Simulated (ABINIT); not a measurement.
# PbF2 (Fluorocronite): optical spectrum from first principles

Wanted: where PbF2 (Fluorocronite) starts to absorb, how strongly, and its refractive index. The cell comes from an older database entry, whose edges can differ from later determinations, mostly by under a per cent.

Calculated with ABINIT 10.8.3; DFT, PBE, plane waves with norm-conserving potentials (PseudoDojo 0.4.1), scalar-relativistic, independent-particle linear optical response without local fields.

The database entry behind the starting cell differs from later determinations by our own check (0.1 to 0.3 % short, probably kX units), so it need not match the best structure at ambient conditions.

**1. Set-up**

Symmetry: Fm-3m, No. 225, cubic system. The conventional cell has a = 5.927 Å, b = 5.927 Å, c = 5.927 Å, α = 90.00°, β = 90.00°, γ = 90.00°. Pb has 8 F at 2.57 Å nearest. Nearest to F lie 4 Pb at 2.57 Å. Farther neighbours and most contacts between anions are not listed.

**2. Ground state, bands and velocity matrix elements**

First the ground state: is it a metal or has it a gap?

This step: DFT, PBE, plane waves with norm-conserving potentials (PseudoDojo 0.4.1), scalar-relativistic, ground state, bands at fixed density and velocity matrix elements (ABINIT 10.8.3).

run.abi reads:

```
# ground state, bands on a dense mesh, and the derivatives d/dk of the wave functions
ndtset 3

ngkpt1 7 7 7
shiftk1 0.0 0.0 0.0
tolvrs1 1.0d-12
nband1 18
prtden1 1

iscf2 -2
getden2 1
ngkpt2 10 10 10
shiftk2 0.0 0.0 0.0
kptopt2 1
nband2 34
nbdbuf2 4
tolwfr2 1.0d-14

optdriver3 8
wfk_task3 "wfk_ddk"
prtevk3 1
getwfk3 2
getden3 1
iscf3 -2
ngkpt3 10 10 10
shiftk3 0.0 0.0 0.0
kptopt3 1
nband3 34

nshiftk 1
occopt 3
tsmear 0.001837
ecut 45.0
nstep 80
iomode 3
chksymbreak 0
chkprim 0
chksymtnons 0
acell 3*1.0 Angstrom
rprim
  0.000000000000 2.963660000000 2.963660000000
  2.963660000000 0.000000000000 2.963660000000
  2.963660000000 2.963660000000 0.000000000000
natom 3
ntypat 2
znucl 82 9
typat 1 2 2
xred
  0.000000000000 0.000000000000 0.000000000000
  0.750000000000 0.750000000000 0.750000000000
  0.250000000000 0.250000000000 0.250000000000
pseudos "Pb.upf, F.upf"
```

On the command line:

```console
$ mpirun -n 4 abinit run.abi
```

Numbers of over 12 decimals in the logs are rounded to 6 here.

What it wrote:

```text
DATASET    1 : space group Fm -3 m (#225); Bravais cF (face-center cubic)
 DATASET    2 : space group Fm -3 m (#225); Bravais cF (face-center cubic)
 DATASET    3 : space group Fm -3 m (#225); Bravais cF (face-center cubic)
            ngfft          48      48      48
                         0.06997    0.06997    0.06997    0.03499    0.01749    0.06997
                         0.06997    0.03499    0.01749    0.03499    0.06997    0.13994
                         0.00600    0.02400    0.02400    0.02400    0.02400    0.02400
                         0.02400    0.02400    0.01200    0.00600    0.02400    0.02400
                         0.02400    0.02400    0.02400    0.01200    0.00600    0.02400
                         0.02400    0.02400    0.01200    0.00600    0.02400    0.01200
                         0.00300    0.02400    0.04800    0.04800    0.02400    0.02400
                         0.04800    0.04800    0.04800    0.02400    0.02400    0.04800
                         0.02400    0.01200    0.02400    0.02400    0.01200
                         0.00600    0.02400    0.02400    0.02400    0.02400    0.02400
                         0.02400    0.02400    0.01200    0.00600    0.02400    0.02400
                         0.02400    0.02400    0.02400    0.01200    0.00600    0.02400
                         0.02400    0.02400    0.01200    0.00600    0.02400    0.01200
                         0.00300    0.02400    0.04800    0.04800    0.02400    0.02400
                         0.04800    0.04800    0.04800    0.02400    0.02400    0.04800
                         0.02400    0.01200    0.02400    0.02400    0.01200
== DATASET  1 ==================================================================
 Real(R)+Recip(G) space primitive vectors, cartesian coordinates (Bohr,Bohr^-1):
 R(1)=  0.0000000  5.6005057  5.6005057  G(1)= -0.0892777  0.0892777  0.0892777
 R(2)=  5.6005057  0.0000000  5.6005057  G(2)=  0.0892777 -0.0892777  0.0892777
 R(3)=  5.6005057  5.6005057  0.0000000  G(3)=  0.0892777  0.0892777 -0.0892777
 Unit cell volume ucvol=  3.5132717E+02 bohr^3
 Angles (23,13,12)=  6.00000000E+01  6.00000000E+01  6.00000000E+01 degrees
 getcut: wavevector=  0.0000  0.0000  0.0000  ngfft=  48  48  48
     iter   Etot(hartree)      deltaE(h)  residm     vres2
 ETOT  1  -119.42841117159    -1.194E+02 2.037E-01 7.033E+02
 ETOT  2  -119.57468650758    -1.463E-01 5.173E-03 8.384E+02
 ETOT  3  -119.77866047917    -2.040E-01 3.046E-03 3.144E+01
 ETOT  4  -119.78339308894    -4.733E-03 3.418E-04 6.382E-01
 ETOT  5  -119.78344769129    -5.460E-05 3.657E-05 1.214E-01
 ETOT  6  -119.78345480814    -7.117E-06 1.303E-05 8.188E-03
 ETOT  7  -119.78345493418    -1.260E-07 2.000E-06 1.808E-04
 ETOT  8  -119.78345494318    -9.006E-09 1.238E-06 7.496E-07
 ETOT  9  -119.78345494324    -5.686E-11 2.622E-07 2.273E-08
 ETOT 10  -119.78345494325    -7.091E-12 1.757E-07 1.891E-10
 ETOT 11  -119.78345494325    -1.990E-12 3.819E-08 1.148E-11
 ETOT 12  -119.78345494324     7.660E-12 2.576E-08 1.226E-14
 At SCF step   12       vres2   =  1.23E-14 < tolvrs=  1.00E-12 =>converged.
 Cartesian components of stress tensor (hartree/bohr^3)
  sigma(1 1)= -9.15708083E-05  sigma(3 2)=  0.00000000E+00
  sigma(2 2)= -9.15708083E-05  sigma(3 1)=  0.00000000E+00
  sigma(3 3)= -9.15708083E-05  sigma(2 1)=  0.00000000E+00
 Mean square residual over all n,k,spin=   76.405E-12; max=  25.762E-09
 Fermi (or HOMO) energy (hartree) =   0.15475   Average Vxc (hartree)=  -0.35308
 Eigenvalues (hartree) for nkpt=  20  k points:
 kpt#   1, nband= 18, wtk=  0.00292, kpt=  0.0000  0.0000  0.0000 (reduced coord)
  -0.73360   -0.71075   -0.48897   -0.48897   -0.48897   -0.48693   -0.48693   -0.13085
  -0.05123   -0.05123   -0.05123   -0.03305   -0.03305   -0.03305    0.28879    0.28879
   2.00000    2.00000    2.00000    2.00000    2.00000    2.00000    2.00000    2.00000
   2.00000    2.00000    2.00000    2.00000    2.00000    2.00000    0.00000    0.00000
kinetic             :  6.69793719555960E+01
hartree             :  2.92782588707317E+01
xc                  : -3.10897418622847E+01
Ewald energy        : -7.89706438108691E+01
psp_core            :  4.32516021945516E+00
local_psp           : -9.06604882658478E+01
non_local_psp       : -1.96453720500230E+01
internal            : -1.19783454943242E+02
'-kT*entropy'       : -2.92059918139585E-15
total_energy        : -1.19783454943242E+02
total_energy_eV     : -3.25947385833861E+03
 Cartesian components of stress tensor (hartree/bohr^3)
  sigma(1 1)= -9.15708083E-05  sigma(3 2)=  0.00000000E+00
  sigma(2 2)= -9.15708083E-05  sigma(3 1)=  0.00000000E+00
  sigma(3 3)= -9.15708083E-05  sigma(2 1)=  0.00000000E+00
-Cartesian components of stress tensor (GPa)         [Pressure=  2.6941E+00 GPa]
== DATASET  2 ==================================================================
 Real(R)+Recip(G) space primitive vectors, cartesian coordinates (Bohr,Bohr^-1):
 R(1)=  0.0000000  5.6005057  5.6005057  G(1)= -0.0892777  0.0892777  0.0892777
 R(2)=  5.6005057  0.0000000  5.6005057  G(2)=  0.0892777 -0.0892777  0.0892777
 R(3)=  5.6005057  5.6005057  0.0000000  G(3)=  0.0892777  0.0892777 -0.0892777
 Unit cell volume ucvol=  3.5132717E+02 bohr^3
 Angles (23,13,12)=  6.00000000E+01  6.00000000E+01  6.00000000E+01 degrees
 getcut: wavevector=  0.0000  0.0000  0.0000  ngfft=  48  48  48
 Mean square residual over all n,k,spin=   50.002E-16; max=  99.813E-16
 Eigenvalues (hartree) for nkpt=  47  k points:
 kpt#   1, nband= 34, wtk=  0.00100, kpt=  0.0000  0.0000  0.0000 (reduced coord)
  -0.73360   -0.71075   -0.48897   -0.48897   -0.48897   -0.48693   -0.48693   -0.13085
  -0.05123   -0.05123   -0.05123   -0.03305   -0.03305   -0.03305    0.28879    0.28879
   0.28879    0.43133    0.59756    0.59756    0.68334    0.68334    0.68334    0.69218
   0.69218    0.69218    0.95034    0.96142    1.04439    1.04439    1.04439    1.15799
== DATASET  3 ==================================================================
            ngfft          48      48      48
                         0.06997    0.06997    0.06997    0.03499    0.01749    0.06997
                         0.06997    0.03499    0.01749    0.03499    0.06997    0.13994
[...]
0.00300    0.02400    0.04800    0.04800    0.02400    0.02400
                         0.04800    0.04800    0.04800    0.02400    0.02400    0.04800
                         0.02400    0.01200    0.02400    0.02400    0.01200
                         0.00600    0.02400    0.02400    0.02400    0.02400    0.02400
                         0.02400    0.02400    0.01200    0.00600    0.02400    0.02400
                         0.02400    0.02400    0.02400    0.01200    0.00600    0.02400
                         0.02400    0.02400    0.01200    0.00600    0.02400    0.01200
                         0.00300    0.02400    0.04800    0.04800    0.02400    0.02400
                         0.04800    0.04800    0.04800    0.02400    0.02400    0.04800
                         0.02400    0.01200    0.02400    0.02400    0.01200
[shortened to cell, iterations, levels, energies and stress; the echo of variables, forces, comments, warnings and credits are left out]
```

The job ended after 59 s (4 MPI ranks of Arm Neoverse V2, shared host; peak memory 0.13 GiB; 3.9 min of CPU time).

This step gave:

| Quantity | Value |
| --- | --- |
| total energy | -119.8 Ha |
| gap on the k-mesh | 4.440 eV |
| direct gap on the mesh | 4.576 eV |

There is a gap, 4.44 eV on this mesh (points off the mesh can give less), so no carriers' term is needed.

**3. Optical response**

The spectrum is a sum over vertical transitions between filled and empty bands at the fixed density, so many empty bands are needed.

This step: DFT, PBE, plane waves with norm-conserving potentials (PseudoDojo 0.4.1), scalar-relativistic, independent-particle linear optical response without local fields (ABINIT 10.8.3).

optic.abi reads:

```
&FILES
 ddkfile_1 = 'runo_DS3_1_EVK.nc',
 ddkfile_2 = 'runo_DS3_2_EVK.nc',
 ddkfile_3 = 'runo_DS3_3_EVK.nc',
 wfkfile = 'runo_DS2_WFK.nc'
/
&PARAMETERS
 broadening = 0.001470,
 domega = 0.0014700,
 maxomega = 0.58799,
 scissor = 0.0,
 tolerance = 0.002,
 nband_sum = 30
/
&COMPUTATIONS
 num_lin_comp = 1,
 lin_comp = 11,
 num_nonlin_comp = 0,
 num_linel_comp = 0,
 num_nonlin2_comp = 0
/
```

On the command line:

```console
$ optic optic.abi
```

What it wrote:

```text

 OPTIC has originally been developed by
 S. Sharma, J. K. Dewhurst and C. Ambrosch-Draxl, Phys. Rev. B 67, 165332 (2003), and
 S. Sharma and C. Ambrosch-Draxl, Physica Scripta T 109 (2004).

 rprimd(bohr)      =   0.00000   5.60051   5.60051
                       5.60051   0.00000   5.60051
                       5.60051   5.60051   0.00000
 natom             =       3
 nkpt,mband        =      47      34
 ecut              =  45.00000 Ha
 newocc: new Fermi energy is       0.112513 , with nelect=     28.000000, Number of bisection calls: 4
 Fermi level: 3.0616  (eV)

 fermie            =   0.11251 Ha   3.06163 eV
 Scissor shift     =   0.00000 Ha
 Tolerance on closeness to singularities     =   0.00200 Ha
 Smearing factor      =   0.00147 Ha
 Will use the antiresonant approximation (meaning that the antiresonant terms are neglected)
 Will not perform the bands decomposition
 linear coeffs to be calculated :
 11
 non-linear coeffs to be calculated :

 electronic part of electro-optic coeffs to be calculated :

 non-linear coeffs (V2) to be calculated :

 linear optic matrix elements will be printed :0
 optic : Call pmat2cart
 No scissor shift to be applied. Returning to main optic routine.
 optic : Call linopt
  linopt            1           1
 calculated the component:           1           1   of dielectric function
  with broadening:         (0.000000,1.46999999999999995E-003)
 and scissors shift:   0.000000
 energy window:   48.979844      eV   1.799976      Ha
 optic : Call nlinopt
 optic : Call linelop
 optic : Call nonlinopt

================================================================================

 Calculation completed.
-
program: optic
version: 10.8.3
start_datetime:
end_datetime:
overall_cpu_time:           0.1
overall_wall_time:           0.1
mpi_procs: 1
omp_threads: 1
...
```

Run time: 0.61 s. Hardware: 1 thread; peak memory 0.05 GiB.

Read-outs, printed or worked out from the files:

- electronic dielectric constant ε∞, mean over x, y and z (by symmetry where fewer were run): 3.612

The Im ε, E ∥ x has structure finer than the step of the table below, so its rows give means over 0.5 eV, whole bins alone (the curve runs from 0.0400 to 15.9 eV). Peaks (eV: height): 5.36: 6.81, 5.48: 7.57, 6.72: 5.11, 7.08: 7.31, 7.24: 6.75, 7.76: 8.24, 9.44: 5.86.

Sum at mesh points, not converged in k; values under the direct gap are tails of Lorentzian lines. Im ε, E ∥ x against photon energy; means over each step:

| photon energy (eV) | Im ε, E ∥ x |
| --- | --- |
| 0.5 | 0.00188 |
| 1.0 | 0.00390 |
| 1.5 | 0.00625 |
| 2.0 | 0.00922 |
| 2.5 | 0.0133 |
| 3.0 | 0.0194 |
| 3.5 | 0.0303 |
| 4.0 | 0.0551 |
| 4.5 | 0.333 |
| 5.0 | 2.44 |
| 5.5 | 5.90 |
| 6.0 | 2.64 |
| 6.5 | 3.72 |
| 7.0 | 5.09 |
| 7.5 | 4.31 |
| 8.0 | 5.97 |
| 8.5 | 2.53 |
| 9.0 | 2.14 |
| 9.5 | 4.23 |
| 10.0 | 1.92 |
| 10.5 | 1.52 |
| 11.0 | 2.21 |
| 11.5 | 1.28 |
| 12.0 | 0.787 |
| 12.5 | 0.904 |
| 13.0 | 1.55 |
| 13.5 | 1.28 |
| 14.0 | 1.05 |
| 14.5 | 0.420 |
| 15.0 | 0.345 |
| 15.5 | 0.297 |

The reflectivity at normal incidence, E ∥ x has structure finer than the step of the table below, so its rows give means over 0.5 eV, whole bins alone (the curve runs from 0.0400 to 15.9 eV). Peaks (eV: height): 5.48: 31.1, 7.28: 32.7, 7.88: 37.4, 8.40: 47.2, 8.56: 34.4, 9.72: 41.2, 11.56: 30.1.

Sum at mesh points, not converged in k. Reflectivity at normal incidence, E ∥ x against photon energy; means over each step:

| photon energy (eV) | reflectivity at normal incidence, E ∥ x (%) |
| --- | --- |
| 0.5 | 9.69 |
| 1.0 | 9.83 |
| 1.5 | 10.1 |
| 2.0 | 10.4 |
| 2.5 | 11.0 |
| 3.0 | 11.7 |
| 3.5 | 12.8 |
| 4.0 | 14.5 |
| 4.5 | 18.1 |
| 5.0 | 23.5 |
| 5.5 | 27.5 |
| 6.0 | 15.7 |
| 6.5 | 19.9 |
| 7.0 | 24.5 |
| 7.5 | 22.4 |
| 8.0 | 34.3 |
| 8.5 | 29.7 |
| 9.0 | 12.6 |
| 9.5 | 30.5 |
| 10.0 | 25.4 |
| 10.5 | 16.2 |
| 11.0 | 20.3 |
| 11.5 | 22.1 |
| 12.0 | 10.4 |
| 12.5 | 4.68 |
| 13.0 | 10.0 |
| 13.5 | 13.2 |
| 14.0 | 12.6 |
| 14.5 | 7.65 |
| 15.0 | 1.32 |
| 15.5 | 0.730 |

The loss function −Im 1/ε at q → 0, E ∥ x has structure finer than the step of the table below, so its rows give means over 0.5 eV, whole bins alone (the curve runs from 0.0400 to 15.9 eV). Peaks (eV: height): 10.64: 0.995, 11.60: 1.36, 11.88: 1.32, 12.00: 1.35, 12.32: 0.991, 13.72: 1.19, 14.40: 1.87.

Sum at mesh points, not converged in k; values under the direct gap are tails of Lorentzian lines. The loss function −Im 1/ε at q → 0, E ∥ x by energy loss; means over each step:

| energy loss (eV) | loss function −Im 1/ε at q → 0, E ∥ x |
| --- | --- |
| 0.5 | 1.4e-4 |
| 1.0 | 2.9e-4 |
| 1.5 | 4.5e-4 |
| 2.0 | 6.3e-4 |
| 2.5 | 8.5e-4 |
| 3.0 | 0.00112 |
| 3.5 | 0.00151 |
| 4.0 | 0.00220 |
| 4.5 | 0.00763 |
| 5.0 | 0.0345 |
| 5.5 | 0.112 |
| 6.0 | 0.161 |
| 6.5 | 0.115 |
| 7.0 | 0.121 |
| 7.5 | 0.174 |
| 8.0 | 0.170 |
| 8.5 | 0.406 |
| 9.0 | 0.338 |
| 9.5 | 0.207 |
| 10.0 | 0.494 |
| 10.5 | 0.621 |
| 11.0 | 0.429 |
| 11.5 | 0.792 |
| 12.0 | 1.01 |
| 12.5 | 0.559 |
| 13.0 | 0.498 |
| 13.5 | 0.764 |
| 14.0 | 0.889 |
| 14.5 | 1.23 |
| 15.0 | 0.469 |
| 15.5 | 0.197 |

At chosen wavelengths:

| wavelength (nm) | n | k | R (%) | 1/α |
| --- | --- | --- | --- | --- |
| 1550 | 1.91 | 0.001 | 9.8 | 154 µm |
| 1064 | 1.92 | 0.001 | 9.9 | 70 µm |
| 450 | 2.01 | 0.004 | 11.3 | 9.0 µm |
| 405 | 2.05 | 0.005 | 11.8 | 6.5 µm |
| 308 | 2.23 | 0.012 | 14.5 | 2.0 µm |
| 248 | 2.79 | 0.352 | 23.0 | 56 nm |
| 193 | 2.11 | 0.770 | 17.8 | 20 nm |

Below the direct gap, k and the depth come from the tails of the Lorentzian lines, not from transitions.

**4. What came out**

- electronic dielectric constant ε∞, mean over x, y and z (by symmetry where fewer were run) (independent particles): 3.61

At this level (PBE, independent particles) PbF2 has ε∞ = 3.61 and n = 1.91 at 1550 nm. On the mesh the gap is 4.44 eV and the least direct gap 4.58 eV, so on this mesh the band edges lie at different points. Excitons and phonon-assisted transitions are missing, and so are local fields; PBE gaps are as a rule too small, which pulls the onset down and ε∞ up, while the missing spin-orbit coupling works the other way with such heavy atoms. Spin-orbit coupling is left out although heavy atoms are present. The sum runs over mesh points 0.18 Å⁻¹ apart with no interpolation, so peaks are partly noise of the mesh and static values carry its error.

[Logs are printed without paths, hosts, clocks, repeated set-up lines and the standing remarks that a program may print on its own settings, such as how far it seeks lower states.]

[Hosts, paths, dates, database ids (printed as entryN), source tags and the programs' standing remarks are cut or masked in the printed files.]
